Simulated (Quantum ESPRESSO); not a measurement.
**AlN (F-43m): the optical phonon under strain**

Wanted: the shift of the optical mode of AlN (F-43m) in a strained (001) layer.

Calculated with Quantum ESPRESSO 7.5; DFT LDA, scalar-relativistic, plane waves, PseudoDojo norm-conserving pseudopotentials.

### 1. The relaxed structure

The structure is cubic, space group F-43m (No. 216). The conventional cell has a = 4.333 Å, b = 4.333 Å, c = 4.333 Å, α = 90.00°, β = 90.00°, γ = 90.00°. Nearest to Al lie 4 N at 1.88 Å. Nearest to N lie 4 Al at 1.88 Å. Farther neighbours and most contacts between anions are not listed.

Coordinates:

```
CELL_PARAMETERS angstrom
-2.16650 0.00000 2.16650
0.00000 2.16650 2.16650
-2.16650 2.16650 0.00000
ATOMIC_POSITIONS crystal
Al 0.00000 0.00000 0.00000
N 0.75000 0.75000 0.75000
```

This is the cell after its relaxation at this level of theory, not the database cell from which that began.

### 2. Uniaxial strain

The relaxed cell is stretched along z alone. This keeps all atoms on sites fixed by symmetry and splits the threefold mode into a singlet, polarised along z, and a doublet. The macroscopic field is left out, so these are transverse modes. Cutoff 92 Ry, k mesh 12×12×12.

From the response at ε_zz = 0.01:

What it wrote:

```text
[banners, grids, parts of the stress and lines that vanish by symmetry left out]
Program PHONON v.7.5
     Reading xml data from directory:

[...]
Exchange-correlation= PW
                           (   1   4   0   0   0   0   0)
[...]
kinetic-energy cut-off    =      92.0000  Ry
     charge density cut-off    =     368.0000  Ry
     convergence threshold     =      1.0E-18
[...]
Exchange-correlation= PW
                           (   1   4   0   0   0   0   0)
[...]
q = (   0.0000000   0.0000000   0.0000000 )
      9 Sym.Ops. (with q -> -q+G )
     G cutoff =  315.6280  (  16505 G-vectors)     FFT grid: ( 36, 36, 36)
     number of k points=   163
[...]
Mode symmetry, D_2d (-42m) point group:
[...]
Representation #   1 mode #   1
[...]
End of self-consistent calculation
     Convergence has been achieved
     Representation #   2 mode #   2
[...]
End of self-consistent calculation
     Convergence has been achieved
     Representation #   3 modes #   3   4
[...]
End of self-consistent calculation
     Convergence has been achieved
     Representation #   4 modes #   5   6
[...]
End of self-consistent calculation
     Convergence has been achieved
[...]
q = (    0.000000000   0.000000000   0.000000000 )
[...]
freq (    1) =       0.038233 [THz] =       1.275307 [cm-1]
     freq (    2) =       0.038233 [THz] =       1.275307 [cm-1]
     freq (    3) =       0.038747 [THz] =       1.292454 [cm-1]
     freq (    4) =      19.736684 [THz] =     658.344911 [cm-1]
     freq (    5) =      19.736684 [THz] =     658.344911 [cm-1]
     freq (    6) =      19.878103 [THz] =     663.062137 [cm-1]
[...]
Mode symmetry, D_2d (-42m) point group:
     freq (   1-   1) =          1.3  [cm-1]   --> B_2  X_3  W_2   I+R
     freq (   2-   3) =          1.3  [cm-1]   --> E    X_5  W_3   I+R
     freq (   4-   5) =        658.3  [cm-1]   --> E    X_5  W_3   I+R
     freq (   6-   6) =        663.1  [cm-1]   --> B_2  X_3  W_2   I+R

   JOB DONE.
```

| ε_zz | singlet (cm⁻¹) | doublet (cm⁻¹) | σ_zz (GPa) | σ_xx (GPa) |
| --- | --- | --- | --- | --- |
| -0.01 | 675.53 | 680.74 | -3.038 | -1.722 |
| -0.005 | 672.55 | 675.10 | -1.525 | -0.854 |
| 0 | 669.49 | 669.49 | -0.017 | -0.017 |
| 0.005 | 666.32 | 663.90 | 1.487 | 0.792 |
| 0.01 | 663.06 | 658.34 | 2.985 | 1.571 |

Stress is counted positive in tension.

### 3. The fit

To first order ω² − ω₀² = p ε_zz + q (ε_xx + ε_yy) for the mode along z, and likewise for x and y. With ε_zz alone the singlet gives p and the doublet q.

The linear terms of parabolas through ω² are p = -1.86 ω₀² and q = -3.35 ω₀², with ω₀ = 669.5 cm⁻¹. Those of the stresses are C11 = 301 GPa and C12 = 165 GPa. Under hydrostatic strain p and q imply γ = −(p + 2q)/(6 ω₀²) = 1.43.

A layer held to an in-plane strain ε and free along z takes ε_zz = −2 (C12/C11) ε = -1.093 ε. To first order the singlet then shifts by (q − p C12/C11) ε / ω₀ = -1559 ε cm⁻¹. For ε = 0.004, ε_zz = -0.00437, the formulas for ω² predict 663.22 cm⁻¹ for the singlet and 667.41 cm⁻¹ for the doublet.

### 4. A biaxially strained cell

This run was no part of the fit.

What it wrote:

```text
[banners, grids, parts of the stress and lines that vanish by symmetry left out]
[banner, memory and clock lines left out]
Program PHONON v.7.5

[...]
Exchange-correlation= PW
                           (   1   4   0   0   0   0   0)
[...]
kinetic-energy cut-off    =      92.0000  Ry
     charge density cut-off    =     368.0000  Ry
     convergence threshold     =      1.0E-18
[...]
Exchange-correlation= PW
                           (   1   4   0   0   0   0   0)
[...]
q = (   0.0000000   0.0000000   0.0000000 )
      9 Sym.Ops. (with q -> -q+G )
     G cutoff =  312.3774  (  16457 G-vectors)     FFT grid: ( 36, 36, 36)
     number of k points=   163
[...]
Mode symmetry, D_2d (-42m) point group:
[...]
Representation #   1 mode #   1
[...]
End of self-consistent calculation
     Convergence has been achieved
     Representation #   2 mode #   2
[...]
End of self-consistent calculation
     Convergence has been achieved
     Representation #   3 modes #   3   4
[...]
End of self-consistent calculation
     Convergence has been achieved
     Representation #   4 modes #   5   6
[...]
End of self-consistent calculation
     Convergence has been achieved
[...]
q = (    0.000000000   0.000000000   0.000000000 )
[...]
freq (    1) =       0.049604 [THz] =       1.654626 [cm-1]
     freq (    2) =       0.049604 [THz] =       1.654626 [cm-1]
     freq (    3) =       0.049998 [THz] =       1.667765 [cm-1]
     freq (    4) =      19.883262 [THz] =     663.234227 [cm-1]
     freq (    5) =      20.006520 [THz] =     667.345690 [cm-1]
     freq (    6) =      20.006520 [THz] =     667.345690 [cm-1]
[...]
Mode symmetry, D_2d (-42m) point group:
     freq (   1-   1) =          1.7  [cm-1]   --> B_2  X_3  W_2   I+R
     freq (   2-   3) =          1.7  [cm-1]   --> E    X_5  W_3   I+R
     freq (   4-   4) =        663.2  [cm-1]   --> B_2  X_3  W_2   I+R
     freq (   5-   6) =        667.3  [cm-1]   --> E    X_5  W_3   I+R
```

| mode | predicted (cm⁻¹) | run (cm⁻¹) |
| --- | --- | --- |
| singlet | 663.22 | 663.23 |
| doublet | 667.41 | 667.35 |

The stress along z is -0.003 GPa and that in the plane 1.113 GPa; the unstrained cell carries -0.017 GPa.

### 5. Outcome

```
p (in units of the squared frequency)           : -1.862
q (same units)                                  : -3.346
shift of the singlet per unit of biaxial strain : -1559 cm⁻¹
C11 and C12                                     : 301 and 165 GPa
```

To first order, one per cent of tensile biaxial strain moves the singlet of AlN (F-43m) by -15.6 cm⁻¹ and the doublet by -5.2 cm⁻¹; the formulas miss the test run by up to 0.06 cm⁻¹. In backscattering from (001) the mode polarised along z is the one seen in diamond and zinc-blende crystals; in a polar crystal it is the LO mode, whose potentials differ somewhat from these. The third potential, r, needs shear strain and a relaxation of the atoms, which was not run. These are harmonic values at zero temperature.

[Host names and launcher messages were left out of these logs when they were recorded.]

[Logs are printed without paths, hosts, clocks, repeated set-up lines and the standing remarks that a program may print on its own settings, such as how far it seeks lower states.]

[Hosts, paths, dates, database ids (printed as entryN), source tags and the programs' standing remarks are cut or masked in the printed files.]
